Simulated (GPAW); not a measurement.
# Near-edge structure at the Ni K edge of YNiC2 (Amm2), part 4 of 4

Aim: the dependence of the Ni K near-edge features of YNiC2 (Amm2) on volume.

GPAW 26.7.0; X-ray absorption from dipole matrix elements to empty bands, plane-wave PAW LDA.

So far. Step 6 (Spectrum with XCH, Ni atom 2): Against the first run the r.m.s. difference is 8 %. The highest intensity below 24 eV goes from 16.2 eV (1.76) to 16.9 eV (1.73). Step 8 (Spectrum with XCH, Ni atom 2): The scaled spectrum changes by 4 % r.m.s. The highest intensity below 24 eV goes from 16.2 eV (1.76) to 16.5 eV (1.75).

### Step 10. Spectrum with XCH, Ni atom 2

Shorter bonds are expected to push antibonding states and scattering resonances up, and longer ones down; the cell is scaled to test that.

Changed against the first core-hole run: volume scale from 1 to 1.06.

xas.py reads:

```python
import numpy as np
from ase import Atoms
from ase.parallel import parprint, paropen
from gpaw import GPAW, PW, FermiDirac, Mixer, MixerDif, setup_paths
from gpaw.test import gen
setup_paths.insert(0, '.')
gen('Ni', name='fch1s', xcname='LDA', corehole=(1, 0, 1), write_xml=True)
from gpaw.mpi import world
world.barrier()

atoms = Atoms('Y4Ni4C8',
    cell=[[-3.6813302, 4.57356673, 0],
     [3.6813302, 4.57356673, 0],
     [0, 0, -6.09980243]],
    scaled_positions=[[0, 0, 0.99686353],
     [0.25, 0.25, 0.49686353],
     [0.5, 0.5, 0.99686353],
     [0.75, 0.75, 0.49686353],
     [0.75, 0.25, 0.38656791],
     [0, 0.5, 0.88656791],
     [0.25, 0.75, 0.38656791],
     [0.5, 0, 0.88656791],
     [0.67368767, 0.17368767, 0.69678428],
     [0.92368767, 0.42368767, 0.19678428],
     [0.17368767, 0.67368767, 0.69678428],
     [0.42368767, 0.92368767, 0.19678428],
     [0.82631233, 0.32631233, 0.69678428],
     [0.07631233, 0.57631233, 0.19678428],
     [0.32631233, 0.82631233, 0.69678428],
     [0.57631233, 0.07631233, 0.19678428]],
    magmoms=[0.0, 0.0, 0.0, 0.0, 2.0, 2.0, 2.0, 2.0, 0.0, 0.0, 0.0, 0.0, 0.0, 0.0, 0.0, 0.0],
    pbc=True)
atoms.calc = calc = GPAW(legacy_gpaw=True, mode=PW(430), xc='LDA', setups={4: 'fch1s'},
    kpts={'size': (3, 3, 3), 'gamma': True}, occupations=FermiDirac(0.1),
    charge=-1, mixer=MixerDif(0.05, 8, 50), maxiter=150,
    convergence={'density': 0.0001}, txt='scf.txt')
energy = atoms.get_potential_energy() + calc.get_reference_energy()
ef = calc.get_fermi_level()
out = dict(energy=energy, fermi=ef, forces=atoms.get_forces().tolist(), magmoms=atoms.get_magnetic_moments().tolist())
parprint(f'all-electron energy {energy:.4f} eV, Fermi level {ef:.4f} eV')
ev = np.array([[calc.get_eigenvalues(k, s) for k in range(len(calc.get_ibz_k_points()))] for s in range(calc.get_number_of_spins())])
out['homo'], out['lumo'], out['counts'] = ev[ev < ef].max(), ev[ev > ef].min(), sorted(set((ev < ef).sum((0, 2)).tolist()))
out['filled'] = (ev[:, 0] < ef).sum(1).tolist()

from ase.units import Ha
from gpaw.xas import dipole_matrix_elements
nb = int(calc.get_number_of_electrons() / 2) + 165
top, nb = nb, nb + 8 + nb // 12
nscf = calc.fixed_density(kpts={'size': (3, 3, 3), 'gamma': True}, nbands=nb,
    convergence={'bands': top, 'eigenstates': 1e-5}, maxiter=60, txt='nscf.txt')
cell = atoms.cell.array
ops = [cell.T @ U.T @ np.linalg.inv(cell.T) for U in nscf.wfs.kd.symmetry.op_scc]
E = np.arange(-6, 34, 0.1)
fwhm = np.interp(E, [4, 25], [1.44, 3.5])
Y, X, zero, highest = 0, 0, 1e9, 1e9
for spin in range(nscf.get_number_of_spins()):
    wfs = nscf.wfs
    A = dipole_matrix_elements(wfs.setups[4])
    eps = np.zeros((wfs.kd.nibzkpts, nb))
    d = np.zeros((3, A.shape[1], wfs.kd.nibzkpts, nb), complex)
    for kpt in wfs.kpt_u:
        if kpt.s == spin and 4 in kpt.P_ani:
            eps[kpt.k] = kpt.eps_n * Ha
            d[:, :, kpt.k] = (kpt.weight * wfs.nspins / 2) ** 0.5 * np.inner(A, kpt.P_ani[4])
    world.sum(eps)
    world.sum(d)
    T = np.einsum('amkn,bmkn->abkn', d, d.conj()).real
    T = sum(np.einsum('ai,ijkn,bj->abkn', R, T, R) for R in ops) / len(ops)
    empty = eps > ef
    zero, highest = min(zero, eps[empty].min()), min(highest, eps[:, top - 1].min())
    lines = [(eps, T, empty)] if spin == 0 else lines + [(eps, T, empty)]
for eps, T, empty in lines:
    f = np.einsum('aakn->akn', T).reshape(3, -1)
    x = eps.ravel() - zero
    w = np.interp(x, E, fwhm) / 2.35482
    g = np.exp(-0.5 * ((E[:, None] - x) / w) ** 2) / (w * (2 * np.pi) ** 0.5)
    Y = Y + (f * empty.ravel()) @ g.T
    X = X + (f * ~empty.ravel()) @ g.T
out.update(E=E.round(2).tolist(), xas=Y.tolist(), xes=X.tolist(), zero=zero, valid=highest - zero, nk=len(eps), nb=nb)
for i in range(0, len(E), 10):
    parprint(f'{E[i]:7.2f}', *(f'{v:10.3e}' for v in Y[:, i]))
import json
with paropen('out.json', 'w') as f:
    json.dump(out, f)
```

Started as:

```sh
$ OMP_NUM_THREADS=1 mpirun -n 2 gpaw python xas.py
```

Numbers of over 12 decimals in the logs are rounded to 6 here.

Log:

```text
Input parameters:
  charge: -1
  convergence: {density: 0.0001}
  kpts: {gamma: True,
         size: (3, 3, 3)}
  maxiter: 150
  mixer: {backend: pulay,
          beta: 0.05,
          method: difference,
          nmaxold: 8,
          weight: 50}
  mode: {ecut: 430.0,
         name: pw}
  occupations: {fixmagmom: False,
                name: fermi-dirac,
                width: 0.1}
  setups: {4: fch1s}

[...]
4s:      -0.570148    -0.570533
3p:      -3.433483    -3.434132
3d:      -0.952222    -0.952912
*f:                   -0.019534
-------------------------------
all-electron energy -533132.9605 eV, Fermi level 8.6144 eV
  -6.00  9.758e-30  5.230e-30  3.138e-30
  -5.00  2.800e-23  1.511e-23  8.103e-24
  -4.00  5.884e-18  3.129e-18  1.513e-18
  -3.00  9.412e-14  4.743e-14  2.124e-14
[...]
32.00  3.006e-07  4.921e-07  3.075e-07
  33.00  2.620e-07  4.446e-07  2.886e-07
[key lines of the parts left out:]
Converged after 21 iterations.
Dipole moment: (-0.145003, 0.000000, -7.875144) |e|*Ang
Free energy:   -185.085928
Fermi level: 8.61443
```

Wall time 9.4 min (2 MPI ranks of Arm Neoverse V1, shared host); peak memory 0.79 GiB.

| E (eV) | first run | this run |
| --- | --- | --- |
| -2.0 | 0.00 | 0.00 |
| -1.0 | 0.02 | 0.02 |
| 0.0 | 0.22 | 0.21 |
| 1.0 | 0.37 | 0.35 |
| 2.0 | 0.34 | 0.32 |
| 3.0 | 0.35 | 0.33 |
| 4.0 | 0.37 | 0.38 |
| 5.0 | 0.56 | 0.56 |
| 6.0 | 0.62 | 0.53 |
| 7.0 | 0.43 | 0.42 |
| 8.0 | 0.56 | 0.71 |
| 9.0 | 0.94 | 1.07 |
| 10.0 | 1.27 | 1.34 |
| 11.0 | 1.48 | 1.47 |
| 12.0 | 1.52 | 1.42 |
| 13.0 | 1.43 | 1.38 |
| 14.0 | 1.39 | 1.48 |
| 15.0 | 1.56 | 1.74 |
| 16.0 | 1.76 | 1.73 |
| 17.0 | 1.64 | 1.44 |
| 18.0 | 1.38 | 1.27 |
| 19.0 | 1.27 | 1.26 |
| 20.0 | 1.27 | 1.28 |
| 21.0 | 1.30 | 1.32 |
| 22.0 | 1.34 | 1.35 |
| 23.0 | 1.39 | 1.37 |
| 24.0 | 1.43 | 1.35 |
| 25.0 | 1.41 | 1.29 |
| 26.0 | 1.36 | 1.23 |
| 27.0 | 1.28 | 1.18 |
| 28.0 | 1.21 | 1.17 |
| 29.0 | 1.18 | 1.19 |
| 30.0 | 1.18 | 1.23 |
| 31.0 | 1.22 | 1.22 |
| 32.0 | 1.25 | 1.15 |

The scaled spectrum changes by 7 % r.m.s. The highest intensity below 24 eV goes from 16.2 eV (1.76) to 15.5 eV (1.79).

The photon energy of the zero moves by -0.12 eV.

### Step 11. The volumes side by side

| volume | nearest distance (Å) | shift of the zero (eV) | maximum 1 (eV above own zero) | maximum 2 (eV above own zero) | maximum 3 (eV above own zero) | maximum 4 (eV above own zero) |
| --- | --- | --- | --- | --- | --- | --- |
| 0.94 | 1.889 | +0.12 | 6.0 | 12.4 | 16.9 | 25.7 |
| 0.97 | 1.908 | +0.06 | 5.9 | 12.0 | 16.5 | 25.0 |
| 1 | 1.928 | +0.00 | 5.7 | 11.7 | 16.2 | 24.3 |
| 1.06 | 1.966 | -0.12 | 5.4 | 11.1 | 15.5 | 23.1 |

The curves, each shifted by its zero's change so that they share one photon-energy axis, counted from the zero at V × 1:

| E (eV) | V × 0.94 | V × 0.97 | V × 1 | V × 1.06 |
| --- | --- | --- | --- | --- |
| -2.0 | 0.00 | 0.00 | 0.00 | 0.00 |
| -1.0 | 0.01 | 0.02 | 0.02 | 0.03 |
| 0.0 | 0.19 | 0.20 | 0.22 | 0.24 |
| 1.0 | 0.38 | 0.37 | 0.37 | 0.35 |
| 2.0 | 0.36 | 0.35 | 0.34 | 0.32 |
| 3.0 | 0.37 | 0.36 | 0.35 | 0.32 |
| 4.0 | 0.36 | 0.36 | 0.37 | 0.40 |
| 5.0 | 0.50 | 0.53 | 0.56 | 0.58 |
| 6.0 | 0.68 | 0.66 | 0.62 | 0.51 |
| 7.0 | 0.56 | 0.48 | 0.43 | 0.43 |
| 8.0 | 0.42 | 0.47 | 0.56 | 0.76 |
| 9.0 | 0.71 | 0.83 | 0.94 | 1.11 |
| 10.0 | 1.09 | 1.18 | 1.27 | 1.37 |
| 11.0 | 1.40 | 1.45 | 1.48 | 1.47 |
| 12.0 | 1.56 | 1.56 | 1.52 | 1.42 |
| 13.0 | 1.56 | 1.49 | 1.43 | 1.38 |
| 14.0 | 1.44 | 1.40 | 1.39 | 1.51 |
| 15.0 | 1.40 | 1.45 | 1.56 | 1.76 |
| 16.0 | 1.57 | 1.68 | 1.76 | 1.70 |
| 17.0 | 1.73 | 1.72 | 1.64 | 1.41 |
| 18.0 | 1.60 | 1.49 | 1.38 | 1.26 |
| 19.0 | 1.37 | 1.31 | 1.27 | 1.26 |
| 20.0 | 1.27 | 1.26 | 1.27 | 1.29 |
| 21.0 | 1.27 | 1.28 | 1.30 | 1.32 |
| 22.0 | 1.29 | 1.32 | 1.34 | 1.35 |
| 23.0 | 1.34 | 1.38 | 1.39 | 1.37 |
| 24.0 | 1.41 | 1.43 | 1.43 | 1.35 |
| 25.0 | 1.48 | 1.46 | 1.41 | 1.29 |
| 26.0 | 1.50 | 1.44 | 1.36 | 1.22 |
| 27.0 | 1.45 | 1.36 | 1.28 | 1.18 |
| 28.0 | 1.36 | 1.28 | 1.21 | 1.17 |
| 29.0 | 1.27 | 1.21 | 1.18 | 1.20 |
| 30.0 | 1.20 | 1.17 | 1.18 | 1.23 |
| 31.0 | 1.17 | 1.18 | 1.22 | 1.22 |
| 32.0 | 1.19 | 1.23 | 1.25 | 1.14 |

### Step 12. Outcome

| Item | Value |
| --- | --- |
| absorber and edge | Ni K, atom 2 of the ground-state input (counted from 1) |
| surroundings | 2 C at 1.93 Å and 2 C at 1.98 Å (4-fold, site symmetry mm2) |
| highest intensity below 24 eV | 16.2 eV above the zero, height 1.76 |
| photon energy of the zero (spin-polarised hole, raw) | 8312.7 eV (LDA puts this hole about 18 eV below PBE, itself good to a few eV) |

In words: From V × 0.94 to V × 1.06 the nearest distance grows by 0.077 Å and the zero moves by -0.24 eV. Above their own zero, the maxima move from 6.0 to 5.4 eV, from 12.4 to 11.1 eV, from 16.9 to 15.5 eV and from 25.7 to 23.1 eV. The one highest in energy moves most, in the direction that the rule ΔE·R² ≈ constant for scattering resonances gives. The Ni K edge of atom 2, with 2 C at 1.93 Å and 2 C at 1.98 Å (4-fold, site symmetry mm2), has its highest intensity of the first 24 eV at 16.2 eV above the zero, near 8329 eV in photon energy (LDA puts this hole about 18 eV below PBE, itself good to a few eV), 1.8 times the mean level of the first 20 eV (Gaussian full width 1.44 eV up to 4 eV, rising linearly to 3.5 eV at 25 eV). At the Ni K edge of atom 2 polarisation matters most near 9.7 eV, where the curves differ by 2.2 on this scale. The strongest dipole feature below the main edge lies at 5.7 eV (height 0.64); the site lacks an inversion centre, which allows local p–d mixing besides the mixing with the neighbours' empty states; the run doesn't separate the two. The hole lies in one spin channel, while the script sums the empty states of both and takes the lower zero; where the two channels are split, this blurs and shifts the curve. Quadrupole 1s→3d transitions, which feed the pre-edge, are not in the dipole spectrum. The starting moments shrank to 0.00 μB or less, so this is hardly a magnetic state. The holes are only 5.8 Å apart, so the shape is probably not converged with cell size; no larger cell was run here. The mesh is coarse (0.37 Å⁻¹ between points), so small maxima may be mesh ripples. Lifetime broadening is put in by hand, and intensities beyond about 20 eV depend on it and on the partial waves. The structure is a computed Materials Project entry and may be a hypothetical form.

[Banner, clock and machine lines of the logs are left out without a mark of their own.]

[Logs are printed without paths, hosts, clocks, repeated set-up lines and the standing remarks that a program may print on its own settings, such as how far it seeks lower states.]

[Hosts, paths, dates, database ids (printed as entryN), source tags and the programs' standing remarks are cut or masked in the printed files.]

[Lists of maxima count a maximum above −3 eV only where it reaches 4 % of the highest in the window and stands out from its surroundings by 2 % of it (1.5 % where it reaches 55 %); shoulders and weaker maxima are passed over, and of the rest the first, up to two pre-edge ones and the few strongest are named.]
